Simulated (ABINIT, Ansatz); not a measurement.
# SnSe2 (P-3m1): G0W0 with ABINIT, start to end

How does a plane-wave GW calculation on SnSe2 (P-3m1) run from the first input to the gap?

Method: PBE and many-body steps on it, plane waves, in ABINIT 10.8.3.

**Experimental background.**

- Gap 1.21 ± 0.04 eV: quasiparticle gap from STS band edges on large flat area; scanning tunneling spectroscopy, log dI/dV edge fit; 77.6 K; bulk crystal (n-type SnSe2 region of partially converted crystal) (“Lateral heterostructures formed by thermally converting n-type SnSe2 to p-type SnSe”, 2018, arxiv:1804.01202).

- Gap 1 eV: indirect gap from optical absorption (approximate); optical absorption; bulk crystal (quoted in “Lateral heterostructures formed by thermally converting n-type SnSe2 to p-type SnSe”, 2018, arxiv:1804.01202).

- Gap 1.207 eV: direct band-edge excitonic transition; piezoreflectance; 300 K; bulk crystal (CVT-grown single crystal) (“Temperature Dependent Excitonic Transition Energy and Enhanced Electron-Phonon Coupling in Layered Ternary SnS2-xSex Semiconductors with Fully Tunable Stoichiometry”, 2021, pmc:8069899).

## Step 1: Starting point

The structure is trigonal, space group P-3m1 (No. 164). The conventional cell has a = 3.811 Å, b = 3.811 Å, c = 6.136 Å, α = 90.00°, β = 90.00°, γ = 120.00°. Nearest to Sn lie 6 Se at 2.68 Å. Se has 3 Sn at 2.68 Å nearest. Farther neighbours and most contacts between anions are not listed.

Structure file:

```cif
data_structure
_symmetry_space_group_name_H-M 'P-3m1'
_symmetry_Int_Tables_number 164
_cell_length_a 3.8110
_cell_length_b 3.8110
_cell_length_c 6.1360
_cell_angle_alpha 90.000
_cell_angle_beta 90.000
_cell_angle_gamma 120.000
_cell_volume 77.18
loop_
_atom_site_label
_atom_site_type_symbol
_atom_site_symmetry_multiplicity
_atom_site_Wyckoff_symbol
_atom_site_fract_x
_atom_site_fract_y
_atom_site_fract_z
_atom_site_occupancy
Sn1 Sn 1 a 0.00000 0.00000 0.00000 1
Se1 Se 2 d 0.33333 0.66667 0.24900 1
```

The cell and positions come from the Crystallography Open Database and are kept as given unless a step says otherwise.

## Step 2: Ground state

This step: ABINIT 10.8.3; DFT, PBE, plane waves, norm-conserving pseudopotentials.

The ground-state density comes first.

File run.abi:

```
acell 3*1.0 Angstrom
rprim 
  3.810999999987 0.000000000003 0.000000000000
  -1.905499999996 3.300422813810 0.000000000000
  0.000000000000 0.000000000000 6.136000000000
ntypat 2
znucl 50 34
natom 3
typat 1 2 2
xred 
  0.000000000000 0.000000000000 0.000000000000
  0.333333333333 0.666666666667 0.249000000000
  0.666666666667 0.333333333333 0.751000000000
pp_dirpath "pseudos"
pseudos "Sn.upf, Se.upf"
ecut 48
ngkpt 6 6 4
nshiftk 1
shiftk 0 0 0
kptopt 1
chksymbreak 0
nband 40
occopt 1
tolvrs 1e-08
nstep 60
prtwf 0
indata_prefix "in"
outdata_prefix "out"
tmpdata_prefix "tmp"
```

Run with:

```console
$ OMP_NUM_THREADS=1 mpirun -n 4 abinit run.abi > log
```

Numbers of over 12 decimals in the logs are rounded to 6 here.

The log of the run:

```text
.Version 10.8.3 of ABINIT. v10.8.2 released Aug 2026.

 Symmetries : space group P-3 m 1 (#164); Bravais hP (primitive hexag.)
================================================================================
 Values of the parameters that define the memory need of the present run
     intxc =       0    ionmov =       0      iscf =       7    lmnmax =       6
     lnmax =       6     mgfft =      75  mpssoang =       3    mqgrid =    3617
     natom =       3  nloc_mem =       1    nspden =       1   nspinor =       1
    nsppol =       1      nsym =      12    n1xccc =    2501    ntypat =       2
    occopt =       1   xclevel =       2
-    mband =          40        mffmem =           1         mkmem =           6
       mpw =        8310          nfft =      172800          nkpt =          24
================================================================================
  Rough estimation (10% accuracy) of disk space for files :
================================================================================

--------------------------------------------------------------------------------
------------- Echo of variables that govern the present computation ------------
--------------------------------------------------------------------------------
 -outvars: echo values of preprocessed input variables --------
            acell      1.8897261259E+00  1.8897261259E+00  1.8897261259E+00 Bohr

      chksymbreak           0
             ecut      4.80000000E+01 Hartree
-          fftalg         312

              ixc     -101130
              kpt      0.00000000E+00  0.00000000E+00  0.00000000E+00
                       1.66666667E-01  0.00000000E+00  0.00000000E+00
                       3.33333333E-01  0.00000000E+00  0.00000000E+00
                       5.00000000E-01  0.00000000E+00  0.00000000E+00
                       1.66666667E-01  1.66666667E-01  0.00000000E+00
                       3.33333333E-01  1.66666667E-01  0.00000000E+00
                       3.33333333E-01  3.33333333E-01  0.00000000E+00
                       0.00000000E+00  0.00000000E+00  2.50000000E-01
                       1.66666667E-01  0.00000000E+00  2.50000000E-01
   [... 13 further rows ...]
                       3.33333333E-01  1.66666667E-01  5.00000000E-01
                       3.33333333E-01  3.33333333E-01  5.00000000E-01
         kptrlatt        6    0    0      0    6    0      0    0    4
          kptrlen      4.32104776E+01
P           mkmem           6
            natom           3
            nband          40
            ngfft          48      48      75
             nkpt          24
            nstep          60
             nsym          12
           ntypat           2
              occ      2.000000  2.000000  2.000000  2.000000  2.000000  2.000000
                       2.000000  2.000000  2.000000  2.000000  2.000000  2.000000
                       2.000000  2.000000  2.000000  2.000000  2.000000  2.000000
                       2.000000  2.000000  2.000000  2.000000  2.000000  2.000000
                       2.000000  2.000000  2.000000  2.000000  2.000000  2.000000
                       2.000000  2.000000  2.000000  2.000000  2.000000  0.000000
                       0.000000  0.000000  0.000000  0.000000
            prtwf           0
            rprim      3.8110000000E+00  3.0000000000E-12  0.0000000000E+00
[...]
spgroup         164

           tolvrs      1.00000000E-08

             xred      0.0000000000E+00  0.0000000000E+00  0.0000000000E+00
[...]
znucl       50.00000   34.00000

================================================================================

 chkinp: Checking input parameters for consistency.

================================================================================
== DATASET  1 ==================================================================
-   mpi_nproc: 4, omp_nthreads: 1 (-1 if OMP is not activated)

--- !DatasetInfo
iteration_state: {dtset: 1, }
dimensions: {natom: 3, nkpt: 24, mband: 40, nsppol: 1, nspinor: 1, nspden: 1, mpw: 8310, }
cutoff_energies: {ecut:  48.0, pawecutdg:  -1.0, }
electrons: {nelect:   7.00000000E+01, charge:   0.00000000E+00, occopt:   1.00000000E+00, tsmear:   1.00000000E-02, }

 Real(R)+Recip(G) space primitive vectors, cartesian coordinates (Bohr,Bohr^-1):
 R(1)=  7.2017463  0.0000000  0.0000000  G(1)=  0.1388552  0.0801681  0.0000000
 R(2)= -3.6008731  6.2368952  0.0000000  G(2)=  0.0000000  0.1603362  0.0000000
 R(3)=  0.0000000  0.0000000 11.5953595  G(3)=  0.0000000  0.0000000  0.0862414
 Unit cell volume ucvol=  5.2082339E+02 bohr^3
 Angles (23,13,12)=  9.00000000E+01  9.00000000E+01  1.20000000E+02 degrees

 getcut: wavevector=  0.0000  0.0000  0.0000  ngfft=  48  48  75
         ecut(hartree)=     48.000   => boxcut(ratio)=   2.04626

--- Pseudopotential description ------------------------------------------------
- Sn Generated using ONCVPSP code by D. R. Hamann
- 50.00000  22.00000  171031                  znucl, zion, pspdat
12 -101130 2 -1 1628                          pspcod,pspxc,lmax,lloc,mmax
     nproj     2     2     2
  pspatm : epsatm=   27.31087254
         --- l  ekb(1:nproj) -->
[...]
pspatm: atomic psp has been read  and splines computed

[...]
--- !BeginCycle
iteration_state: {dtset: 1, }
solver: {iscf: 7, nstep: 60, nline: 4, wfoptalg: 0, }
tolerances: {tolvrs: 1.00E-08, }

     iter   Etot(hartree)      deltaE(h)  residm     vres2
 ETOT  1  -894.16323327138    -8.942E+02 1.191E+00 2.258E+02
 ETOT  2  -898.11411757450    -3.951E+00 2.113E-02 1.369E+02
 ETOT  3  -898.12522907450    -1.111E-02 1.248E-02 3.899E+01
 ETOT  4  -898.12694945592    -1.720E-03 2.601E-02 1.056E+01
 ETOT  5  -898.12801655194    -1.067E-03 7.958E-04 6.610E-01
 ETOT  6  -898.12806439653    -4.784E-05 5.887E-05 1.458E-02
 ETOT  7  -898.12806559767    -1.201E-06 1.000E-04 4.229E-04
 ETOT  8  -898.12806563533    -3.766E-08 3.236E-05 7.305E-05
 ETOT  9  -898.12806564093    -5.602E-09 6.002E-05 1.368E-06
 ETOT 10  -898.12806564113    -1.908E-10 1.932E-05 4.205E-08
 ETOT 11  -898.12806564108     4.479E-11 3.580E-05 3.842E-09

 At SCF step   11       vres2   =  3.84E-09 < tolvrs=  1.00E-08 =>converged.

 Cartesian components of stress tensor (hartree/bohr^3)
  sigma(1 1)= -1.26730141E-04  sigma(3 2)=  0.00000000E+00
  sigma(2 2)= -1.26730141E-04  sigma(3 1)=  0.00000000E+00
  sigma(3 3)= -1.72331815E-04  sigma(2 1)=  0.00000000E+00

--- !ResultsGS
iteration_state: {dtset: 1, }
comment   : Summary of ground state results
lattice_vectors:
- [  7.2017463,   0.0000000,   0.0000000, ]
- [ -3.6008731,   6.2368952,   0.0000000, ]
- [  0.0000000,   0.0000000,  11.5953595, ]
lattice_lengths: [   7.20175,    7.20175,   11.59536, ]
lattice_angles: [ 90.000,  90.000, 120.000, ] # degrees, (23, 13, 12)
lattice_volume:   5.2082339E+02
convergence: {deltae:  4.479E-11, res2:  3.842E-09, residm:  3.580E-05, diffor: null, }
etotal    :  -8.98128066E+02
entropy   :   0.00000000E+00
fermie    :   2.07145495E-01
cartesian_stress_tensor: # hartree/bohr^3
- [ -1.26730141E-04,   0.00000000E+00,   0.00000000E+00, ]
- [  0.00000000E+00,  -1.26730141E-04,   0.00000000E+00, ]
- [  0.00000000E+00,   0.00000000E+00,  -1.72331815E-04, ]
pressure_GPa:   4.1757E+00
xred      :
- [  0.0000E+00,   0.0000E+00,   0.0000E+00, Sn]
- [  3.3333E-01,   6.6667E-01,   2.4900E-01, Se]
- [  6.6667E-01,   3.3333E-01,   7.5100E-01, Se]
cartesian_forces: # hartree/bohr
- [  1.48484686E-36,  -1.88625046E-24,  -5.78241159E-19, ]
- [ -5.19696401E-36,   6.60187662E-24,   1.54512306E-02, ]
- [  3.71211715E-36,  -4.71562616E-24,  -1.54512306E-02, ]
force_length_stats: {min:   5.78241159E-19, max:   1.54512306E-02, mean:   1.03008204E-02, }

 Integrated electronic density in atomic spheres:
 ------------------------------------------------
 Atom  Sphere_radius  Integrated_density
[...]
2        2.00000         21.25035261
    3        2.00000         21.25035261
================================================================================

 ----iterations are completed or convergence reached----

 Mean square residual over all n,k,spin=   44.019E-09; max=  35.801E-06
 reduced coordinates (array xred) for    3 atoms
       0.000000000000      0.000000000000      0.000000000000
       0.333333333333      0.666666666667      0.249000000000
       0.666666666667      0.333333333333      0.751000000000
 rms dE/dt=  8.4458E-02; max dE/dt=  1.7916E-01; dE/dt below (all hartree)
    1       0.000000000000      0.000000000000      0.000000000000
    2       0.000000000000     -0.000000000000     -0.179162573398
    3       0.000000000000      0.000000000000      0.179162573398

 cartesian coordinates (angstrom) at end:
    1      0.000000     0.000000     0.000000
    2     -1.67e-12     2.200282     1.527864
    3      1.905500     1.100141     4.608136

 cartesian forces (hartree/bohr) at end:
    1      0.000000    -0.000000    -0.000000
    2     -0.000000     0.000000     0.015451
    3      0.000000    -0.000000    -0.015451
 frms,max,avg= 7.2837799E-03 1.5451231E-02   0.000E+00  0.000E+00  0.000E+00 h/b

 cartesian forces (eV/Angstrom) at end:
    1      0.000000    -0.000000    -0.000000
    2     -0.000000     0.000000     0.794534
    3      0.000000    -0.000000    -0.794534
 frms,max,avg= 3.7454702E-01 7.9453422E-01   0.000E+00  0.000E+00  0.000E+00 e/A
 length scales=  1.889726125908  1.889726125908  1.889726125908 bohr
              =  1.000000000000  1.000000000000  1.000000000000 angstroms
 prteigrs : about to open file out_EIG
 Fermi (or HOMO) energy (hartree) =   0.20715   Average Vxc (hartree)=  -0.36803
 Eigenvalues (hartree) for nkpt=  24  k points:
 kpt#   1, nband= 40, wtk=  0.00694, kpt=  0.0000  0.0000  0.0000 (reduced coord)
  -7.40558   -7.40558   -5.18192   -5.18192   -5.18192   -5.18192   -5.18019   -5.18018
  -4.54362   -2.91858   -2.91858   -2.91848   -1.51382   -1.51382   -1.51381   -1.51381
  -1.51224   -1.51224   -1.51222   -1.51222   -1.51167   -1.51167   -0.57512   -0.57512
  -0.57379   -0.57323   -0.57323   -0.30713   -0.24185   -0.01565    0.18187    0.18187
   0.19291    0.19291    0.20715    0.24756    0.31615    0.37814    0.37814    0.50655
 prteigrs : prtvol=0 or 1, do not print more k-points.

--- !EnergyTerms
iteration_state     : {dtset: 1, }
comment             : Components of total free energy in Hartree
kinetic             :  3.69681863524365E+02
hartree             :  3.69199359582189E+02
xc                  : -8.47663695483911E+01
Ewald energy        : -3.93006523174324E+02
psp_core            :  1.04957867612685E+01
local_psp           : -9.90501337790154E+02
non_local_psp       : -1.79230844996033E+02
total_energy        : -8.98128065641081E+02
total_energy_eV     : -2.44393096925152E+04
band_energy         : -1.54133043762427E+02

 Cartesian components of stress tensor (hartree/bohr^3)
  sigma(1 1)= -1.26730141E-04  sigma(3 2)=  0.00000000E+00
  sigma(2 2)= -1.26730141E-04  sigma(3 1)=  0.00000000E+00
  sigma(3 3)= -1.72331815E-04  sigma(2 1)=  0.00000000E+00

-Cartesian components of stress tensor (GPa)         [Pressure=  4.1757E+00 GPa]
- sigma(1 1)= -3.72852946E+00  sigma(3 2)=  0.00000000E+00
- sigma(2 2)= -3.72852946E+00  sigma(3 1)=  0.00000000E+00
- sigma(3 3)= -5.07017706E+00  sigma(2 1)=  0.00000000E+00

== END DATASET(S) ==============================================================
================================================================================

 -outvars: echo values of variables after computation  --------
           etotal     -8.9812806564E+02
            nband          40
             nkpt          24
          spgroup         164
 [... the other variables as echoed above ...]

 Calculation completed.
```

Wall time 86 s (4 MPI ranks of Arm Neoverse V1, shared host); peak memory 0.5 GiB.

Numbers from this step:

```yaml
total_energy: -24439.3097 eV
gap: 0.8191 eV
k_of_the_valence_top: 0, 0, 0
k_of_the_conduction_bottom: 0.5, 0, 0.25
least_direct_gap: 1.100 eV
pressure: 4.176 GPa
```

The gap is indirect, with the least direct gap 0.28 eV higher.

The cutoff was set for levels, not for stress, so the pressure can be off by some GPa.

(Continued in part 2 of 3.)

[Paths, hosts, dates, memory and timing lines, banners, echoed tables and standing remarks are left out of the program output.]

[Logs are printed without paths, hosts, clocks, repeated set-up lines and the standing remarks that a program may print on its own settings, such as how far it seeks lower states.]

[Runs of the session that timed out or met a known fault of the program may be left out.]

[Hosts, paths, dates, database ids (printed as entryN), source tags and the programs' standing remarks are cut or masked in the printed files.]

[G0W0 gaps are taken among the corrected bands and points alone; a level outside them can change the order at an edge.]

[Where Ansatz stands beside ABINIT at settings called matched, ABINIT's density can come from a denser mesh and the files from another edition; pairs whose starting gaps differed by over 0.03 eV were left out, so agreement reads better than it is.]
